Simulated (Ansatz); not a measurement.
**AlCo3C (Pm-3m): relaxing the cell for a phonon run**

Task: relax AlCo3C (Pm-3m) tightly.

Calculated with Ansatz 0.2.0; DFT PBEsol, scalar-relativistic, plane waves, PAW; PAW set soft_1.

Report form: the programs' logs are mostly left out.

## 1. The structure

The structure is cubic, space group Pm-3m (No. 221). Conventional cell: a = 3.723 Å, b = 3.723 Å, c = 3.723 Å, α = 90.00°, β = 90.00°, γ = 90.00°. Nearest to Al lie 12 Co at 2.63 Å. Co has 2 C at 1.86 Å and 8 Co at 2.63 Å and 4 Al at 2.63 Å nearest. Nearest to C lie 6 Co at 1.86 Å. Farther neighbours are not listed.

## 2. Probe on a coarse mesh

First a cheap look: the gap decides the mesh and the occupations, the pressure tells how far the cell has to move.

Input file input.yaml:

```yaml
crystal:
  lattice:
    - [3.722911, 0.0, 0.0]
    - [0.0, 3.722911, 0.0]
    - [0.0, 0.0, 3.722911]
  atoms:
    - { symbol: Al, position: [0.0, 0.0, 0.0] }
    - { symbol: Co, position: [0.0, 0.5, 0.5] }
    - { symbol: Co, position: [0.5, 0.0, 0.5] }
    - { symbol: Co, position: [0.5, 0.5, 0.0] }
    - { symbol: C, position: [0.5, 0.5, 0.5] }
kpoints:
  mp_grid: { grid: [6, 6, 6] }
hamiltonian:
  xc: pbesol
  pseudopotentials: { kind: paw, azcp: { folder: soft_1 }, xc_functional: pbe }
scf:
  occupations: { method: gaussian, width: 0.1 }
output:
  forces: true
  stress: true
  eigenvalues: true
```

Launch:

```
> ansatz run input.yaml --threads 4 --pin off --max-ram 10240MiB --backend cpu --events-out ev --progress --plain --runs-dir out
```

Elapsed: 0.72 s, on 4 threads of Arm Neoverse V2, shared host; peak memory 0.34 GiB.

This run has no spin polarisation, although Co can carry a moment.

This step gave:

```yaml
pressure: -8.471 GPa
volume_per_atom: 10.32 Å³
gap_on_the_k_mesh: 0 eV
```

The coarse mesh shows no gap and a pressure of -8.5 GPa.

## 3. Rough relaxation

The start is far from rest, so a relaxation with loose tolerances brings it close first.

Changes to input.yaml since step 2:

```diff
@@ -22 +22,6 @@
   eigenvalues: true
+relax:
+  adjacent_minimum: "off"
+  f_tol: 0.05
+  max_steps: 80
+  cell: { stress_tol: 0.5 }
```

It took 2.5 s on 4 threads; peak memory 0.36 GiB; 8.7 s of CPU time.

Relaxation path:

| step | energy less that of the first step (eV) | largest force component (eV/Å) | pressure (GPa) | volume (Å³) |
| --- | --- | --- | --- | --- |
| 1 | 0.0000 | 0.0000 | -8.47 | 51.60 |
| 2 | -0.0396 | 0.0000 | -4.10 | 50.62 |
| 3 | -0.0512 | 0.0000 | 0.26 | 49.73 |
| 4* | -0.0497 | 0.0000 | 0.24 | 49.73 |

Relaxation steps marked * repeat the geometry before them on a plane-wave basis chosen anew for their cell, so energy and pressure can jump there.

Forces are held to the 48 operations that the run works with; a distortion that breaks them can't arise in this run.

| conventional cell, symmetrised | before | after | change |
| --- | --- | --- | --- |
| a (Å) | 3.723 | 3.677 | -1.2 % |
| b (Å) | 3.723 | 3.677 | -1.2 % |
| c (Å) | 3.723 | 3.677 | -1.2 % |
| volume (Å³/atom) | 10.32 | 9.95 | -3.6 % |

Final coordinates:

```cif
data_structure
_symmetry_space_group_name_H-M 'P 1'
_symmetry_Int_Tables_number 1
_cell_length_a 3.6774
_cell_length_b 3.6774
_cell_length_c 3.6774
_cell_angle_alpha 90.000
_cell_angle_beta 90.000
_cell_angle_gamma 90.000
_cell_volume 49.73
loop_
_atom_site_label
_atom_site_type_symbol
_atom_site_fract_x
_atom_site_fract_y
_atom_site_fract_z
_atom_site_occupancy
Al1 Al 0.00000 0.00000 0.00000 1
Co2 Co 0.00000 0.50000 0.50000 1
Co3 Co 0.50000 0.00000 0.50000 1
Co4 Co 0.50000 0.50000 0.00000 1
C5 C 0.50000 0.50000 0.50000 1
```

Numbers from this step:

| Property | Result |
| --- | --- |
| pressure | 0.2417 GPa |
| volume per atom | 9.946 Å³ |

In this step the volume went from 10.32 to 9.95 Å³/atom.

## 4. Bringing the structure to rest

Harmonic phonons are second derivatives at a point where the forces vanish, and they are wanted at zero stress, so atoms and cell are relaxed first.

input.yaml, the sections that differ from step 3:

```yaml
crystal:
  lattice:
    - [3.6774331728, 0.0, 0.0]
    - [0.0, 3.6774331728, 0.0]
    - [0.0, 0.0, 3.6774331728]
  atoms:
    - { symbol: Al, position: [0.0, 0.0, 0.0] }
    - { symbol: Co, position: [0.0, 0.5, 0.5] }
    - { symbol: Co, position: [0.5, 0.0, 0.5] }
    - { symbol: Co, position: [0.5, 0.5, 0.0] }
    - { symbol: C, position: [0.5, 0.5, 0.5] }
kpoints:
  mp_grid: { grid: [10, 10, 10] }
relax:
  adjacent_minimum: "off"
  f_tol: 0.005
  max_steps: 80
  cell: { stress_tol: 0.05 }
# hamiltonian, scf, output: as in step 3
```

Run time: 5.4 s. Hardware: 4 threads; peak memory 0.42 GiB; 20 s of CPU time.

Little changed from the start: no atom moved by 0.005 Å and no cell edge by 0.1 %.

Numbers from this step:

| Property | Result |
| --- | --- |
| pressure | 6.16e-4 GPa |
| volume per atom | 9.955 Å³ |

In this step the volume went from 9.95 to 9.96 Å³/atom.

## 5. Relaxing to small forces for the phonons

Phonons need a cell at rest on their own settings, so the relaxation is repeated with tight tolerances on forces and stress on the k mesh and occupations of the first response run.

input.yaml, the sections that differ from step 4:

```yaml
crystal:
  lattice:
    - [3.6784998446, 0.0, 0.0]
    - [0.0, 3.6784998446, 0.0]
    - [0.0, 0.0, 3.6784998446]
  atoms:
    - { symbol: Al, position: [0.0, 0.0, 0.0] }
    - { symbol: Co, position: [0.0, 0.5, 0.5] }
    - { symbol: Co, position: [0.5, 0.0, 0.5] }
    - { symbol: Co, position: [0.5, 0.5, 0.0] }
    - { symbol: C, position: [0.5, 0.5, 0.5] }
kpoints:
  mp_grid: { grid: [12, 12, 12] }
scf:
  occupations: { method: methfessel_paxton, width: 0.2 }
relax:
  adjacent_minimum: "off"
  f_tol: 0.001
  max_steps: 60
  cell: { stress_tol: 0.01 }
# hamiltonian, output: as in step 4
```

The job ended after 7.3 s (4 threads; peak memory 0.45 GiB).

Little changed from the start: no atom moved by 0.005 Å and no cell edge by 0.1 %.

Numbers from this step:

* pressure: -5.05e-4 GPa
* volume per atom: 9.952 Å³

The forces vanish by symmetry and the pressure is -0.001 GPa, within the tolerances set. The cell now holds 9.95 Å³/atom.

## 6. Results

```yaml
space_group_after_relaxation_within_0p01_a: Pm-3m
lattice_constant_a: 3.678 Å
lattice_constant_b: 3.678 Å
lattice_constant_c: 3.678 Å
volume_per_atom: 9.95 Å³
```

In words: The forces vanish by symmetry and the pressure is -0.001 GPa, within the tolerances set. The cell now holds 9.95 Å³/atom. The relaxation keeps the symmetry of its start, so it says nothing on stability against lower symmetry. The runs are without spin polarisation, although Co often carries a moment. The PAW files were made for PBE and serve the other functionals too.

[Logs are printed without paths, hosts, clocks, repeated set-up lines and the standing remarks that a program may print on its own settings, such as how far it seeks lower states.]

[Hosts, paths, dates, database ids (printed as entryN), source tags and the programs' standing remarks are cut or masked in the printed files.]
